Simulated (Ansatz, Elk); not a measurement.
## How far do independent atoms describe CdSi2GeRu?

The structure of CdSi2GeRu used here is made up (a known structure type with other elements) and was relaxed beforehand with PBEsol. The aim is the Fourier transform of its all-electron density, F(hkl), set beside the sum over free spherical atoms that refinements use.

Program: Elk 11.2.3 (patched build). Level of theory: DFT, PBE, all-electron APW+lo, Dirac cores, scalar-relativistic bands, static density, no spin. Results are calculated unless marked as measured.

This account leaves out most program logs.

The structure was built from a prototype and need not be the compound's stable phase.

## 1. Set-up

Symmetry: I4mm, No. 107, tetragonal system. The conventional cell has a = 3.804 Å, b = 3.804 Å, c = 11.374 Å, α = 90.00°, β = 90.00°, γ = 90.00°. Nearest to Cd lie 4 Ru at 2.86 Å and 4 Si at 3.06 Å and 4 Ge at 3.12 Å. Nearest to Ru lie 4 Si at 2.38 Å and 1 Ge at 2.54 Å and 4 Cd at 2.86 Å. Nearest to Ge lie 1 Ru at 2.54 Å and 4 Si at 2.56 Å and 4 Cd at 3.12 Å. Nearest to Si lie 2 Ru at 2.38 Å and 2 Ge at 2.56 Å and 4 Si at 2.69 Å and 2 Cd at 3.06 Å. Farther neighbours are not listed.

## 2. Ground state and structure factors

An all-electron density is needed, since X-rays see the cores too. Task 0 finds the density and task 195 Fourier-transforms it; tshift is off so that phases refer to the origin typed.

File elk.in:

```
tasks
  0
  195

xctype
  20

spinpol
  .false.

rgkmax
  7.0

gmaxvr
  14.0

lmaxo
  7

lmaxapw
  8

swidth
  0.002

tshift
  .false.

ramdisk
  .false.

hmaxvr
  5.5

maxscl
  120

epspot
  1e-06

sppath
  './'

avec
  -3.59440737949 3.59440737949 10.74679330299
  3.59440737949 -3.59440737949 10.74679330299
  3.59440737949 3.59440737949 -10.74679330299

atoms
  4
  'Cd.in'
  1
  0.0406012947 0.0406012947 -0.0000000000   0.000000 0.000000 0.000000
  'Ru.in'
  1
  0.6253577249 0.6253577249 -0.0000000000   0.000000 0.000000 0.000000
  'Ge.in'
  1
  0.4016559956 0.4016559956 -0.0000000000   0.000000 0.000000 0.000000
  'Si.in'
  2
  0.7514924924 0.2514924924 0.5000000000   0.000000 0.000000 0.000000
  0.2514924924 0.7514924924 0.5000000000   0.000000 0.000000 0.000000

ngridk
  8 8 8
```

The run is started by

```console
$ OMP_NUM_THREADS=4 elk
```

It took 94 s on 4 threads of Arm Neoverse V1, shared host; peak memory 0.2 GiB.

SFACRHO.OUT:

```text

h k l indices transformed by vhmat matrix:
   1.000000000       0.000000000       0.000000000    
   0.000000000       1.000000000       0.000000000    
   0.000000000       0.000000000       1.000000000    

      h      k      l  multipl.   |H|            Re(F)            Im(F)           |F|

      0      0      0      1   0.0000000       152.00000      0.63660965E-17   152.00000    
      1      1     -1      1  0.58465676       24.114837       34.850799       42.380462    
     -1     -1      1      1  0.58465676       24.114837      -34.850799       42.380462    
      0      1      0      4  0.92161330      -9.0509264     -0.42768698       9.0610256    
      0     -1      1      4  0.92161330      -9.0509264      0.42768698       9.0610256    
     -2     -2      2      1   1.1693135      -15.734871      -18.256974       24.101935    
      2      2     -2      1   1.1693135      -15.734871       18.256974       24.101935    
      0      0      1      4   1.2360544       81.440209     -0.77911624E-14   81.440209    
     -1     -2      2      4   1.2381511       61.430824      -27.549564       67.325513    
      2      1     -2      4   1.2381511       61.430824       27.549564       67.325513    
      0      2     -1      4   1.3673529       60.870291       29.822430       67.783255    
     -2      0      1      4   1.3673529       60.870291      -29.822430       67.783255    
     -2     -2      3      4   1.7015065      -49.030736      -14.823783       51.222628    
      1      3     -2      4   1.7015065      -49.030736       14.823783       51.222628    
      2      3     -3      4   1.7030303       55.885215       58.005216       80.546646    
     -2     -3      3      4   1.7030303       55.885215      -58.005216       80.546646    
     -1      1      1      4   1.7480448       107.15199      0.20548694E-14   107.15199    
     -3     -3      3      1   1.7539703      -34.690493      -15.180317       37.866506
```

Elk indexes on the primitive cell of elk.in and gives |H| = 4π sin θ/λ in inverse bohr. Below, one row stands for each form hkl of the conventional cell (m members, Friedel mates merged), F is for one primitive cell and the density is static (no thermal factor). Free-atom factors are Waasmaier and Kirfel's, and R is Σm||F|−|F'||/Σm|F|.

```
hkl   m  sin θ/λ (Å⁻¹)  abs F, DFT  neutral atoms   diff.  abs of complex diff.
002   2          0.088      42.380         42.458  -0.078                 0.278
101   8          0.139       9.061          8.822  +0.239                 0.239
004   2          0.176      24.102         24.251  -0.149                 0.164
110   4          0.186      81.440         81.845  -0.405                 0.405
103   8          0.186      67.326         67.308  +0.018                 0.175
112   8          0.206      67.783         67.989  -0.206                 0.245
114   8          0.256      51.223         51.606  -0.383                 0.408
105   8          0.256      80.547         81.037  -0.490                 0.515
200   4          0.263     107.152        107.703  -0.551                 0.551
006   2          0.264      37.867         38.280  -0.414                 0.495
202   8          0.277      32.993         32.991  +0.003                 0.147
211  16          0.297       6.809          6.978  -0.169                 0.171
204   8          0.316      19.558         19.523  +0.036                 0.088
213  16          0.322      54.288         54.563  -0.275                 0.275
116   8          0.323      15.507         15.609  -0.102                 0.108
107   8          0.335      36.552         36.388  +0.164                 0.192
008   2          0.352      59.238         59.430  -0.192                 0.230
215  16          0.367      68.390         68.280  +0.110                 0.112
```

## 3. The highest occupied states alone

An energy window below the Fermi level keeps the highest occupied states, to see at which angles they scatter; shallow core shells can lie inside it and anion s states outside. No new self-consistency is needed.

Changes to elk.in since step 2:

```diff
@@ -1,3 +1,2 @@
 tasks
-  0
   195
@@ -40,2 +39,5 @@
 
+wsfac
+  -0.115370 0.625620
+
 sppath
```

The run is started by

```console
$ OMP_NUM_THREADS=4 elk
```

Wall time 15 s (4 threads); peak memory 0.2 GiB.

States within 12 eV below the Fermi level hold 31.34 electrons; any levels below the window count with the cores, and a count that is not whole means the window cuts a band. Their amplitudes can exceed the total, where window and core parts have opposite phase:

```csv
hkl,sin θ/λ (Å⁻¹),"abs F, window","abs F, all"
002,0.088,9.810,42.380
101,0.139,3.216,9.061
004,0.176,5.058,24.102
110,0.186,8.377,81.440
103,0.186,7.440,67.326
112,0.206,7.476,67.783
114,0.256,3.426,51.223
105,0.256,5.212,80.547
200,0.263,5.015,107.152
006,0.264,2.511,37.867
```

## 4. Another functional

The difference from free atoms is small, so it is set against the change that PBEsol makes.

Changes to elk.in since step 3:

```diff
@@ -1,2 +1,3 @@
 tasks
+  0
   195
@@ -4,3 +5,3 @@
 xctype
-  20
+  22
 
@@ -39,5 +40,2 @@
 
-wsfac
-  -0.115370 0.625620
-
 sppath
```

The run is started by

```console
$ OMP_NUM_THREADS=4 elk
```

It took 90 s on 4 threads; peak memory 0.2 GiB; 5.2 min of CPU time.

Against the first run R = 0.02 %; the largest change is -0.028 at 112.

## 5. Basis size

The basis and the expansions that go with it are enlarged, to see whether the differences are converged.

Changes to elk.in since step 4:

```diff
@@ -5,3 +5,3 @@
 xctype
-  22
+  20
 
@@ -11,12 +11,12 @@
 rgkmax
-  7.0
+  8.5
 
 gmaxvr
-  14.0
+  18.0
 
 lmaxo
-  7
+  9
 
 lmaxapw
-  8
+  10
```

The run is started by

```console
$ OMP_NUM_THREADS=4 elk
```

The job ended after 4.2 min (4 threads; peak memory 0.38 GiB).

Against the first run R = 0.01 %; the largest change is -0.011 at 0 0 10.

## 6. Settings against the effect

| run | R against the first run (%) | R against neutral atoms, low angle (%) | wall time |
| --- | --- | --- | --- |
| PBE, rgkmax 7 | 0.00 | 0.52 | 94 s |
| PBEsol | 0.02 | 0.53 | 90 s |
| rgkmax 8.5 with larger expansions | 0.01 | 0.52 | 4.2 min |

## 7. What came out

* R against neutral atoms, sin θ/λ < 0.3 Å⁻¹: 0.52 %
* R against neutral atoms, 0.3 to 0.82 Å⁻¹: 0.16 %

Independent neutral atoms miss the calculated amplitudes by R = 0.52 % below 0.3 Å⁻¹ and 0.16 % from there to 0.82 Å⁻¹; by shells, 1.31 % below 0.15 Å⁻¹ (2 forms), 0.49 % 0.15 to 0.3 (10 forms), 0.28 % 0.3 to 0.45 (19 forms), 0.14 % above 0.45 (115 forms). Bonding, aspherical density and the tables' own atoms all enter these figures, and the runs don't part them. The largest change of an amplitude is -0.55 electrons, at 200. R counts amplitudes alone; phases shift too. The window's part falls from 31.3 electrons at the origin to at most 0.60 between 0.45 and 0.82 Å⁻¹. Below 0.3 Å⁻¹ the changes that finished (PBEsol and rgkmax 8.5 with larger expansions) move F by R = 0.03 % at most, against the 0.52 % that separates it from free atoms. The k-mesh has no finished test. These runs have no spin, though d or f shells may be open. Part of the difference isn't bonding: the tables are fits to free atoms and ions calculated by other methods than this functional. Thermal motion, anomalous dispersion and extinction are left out.

[Logs are printed without paths, hosts, clocks, repeated set-up lines and the standing remarks that a program may print on its own settings, such as how far it seeks lower states.]

[Hosts, paths, dates, database ids (printed as entryN), source tags and the programs' standing remarks are cut or masked in the printed files.]
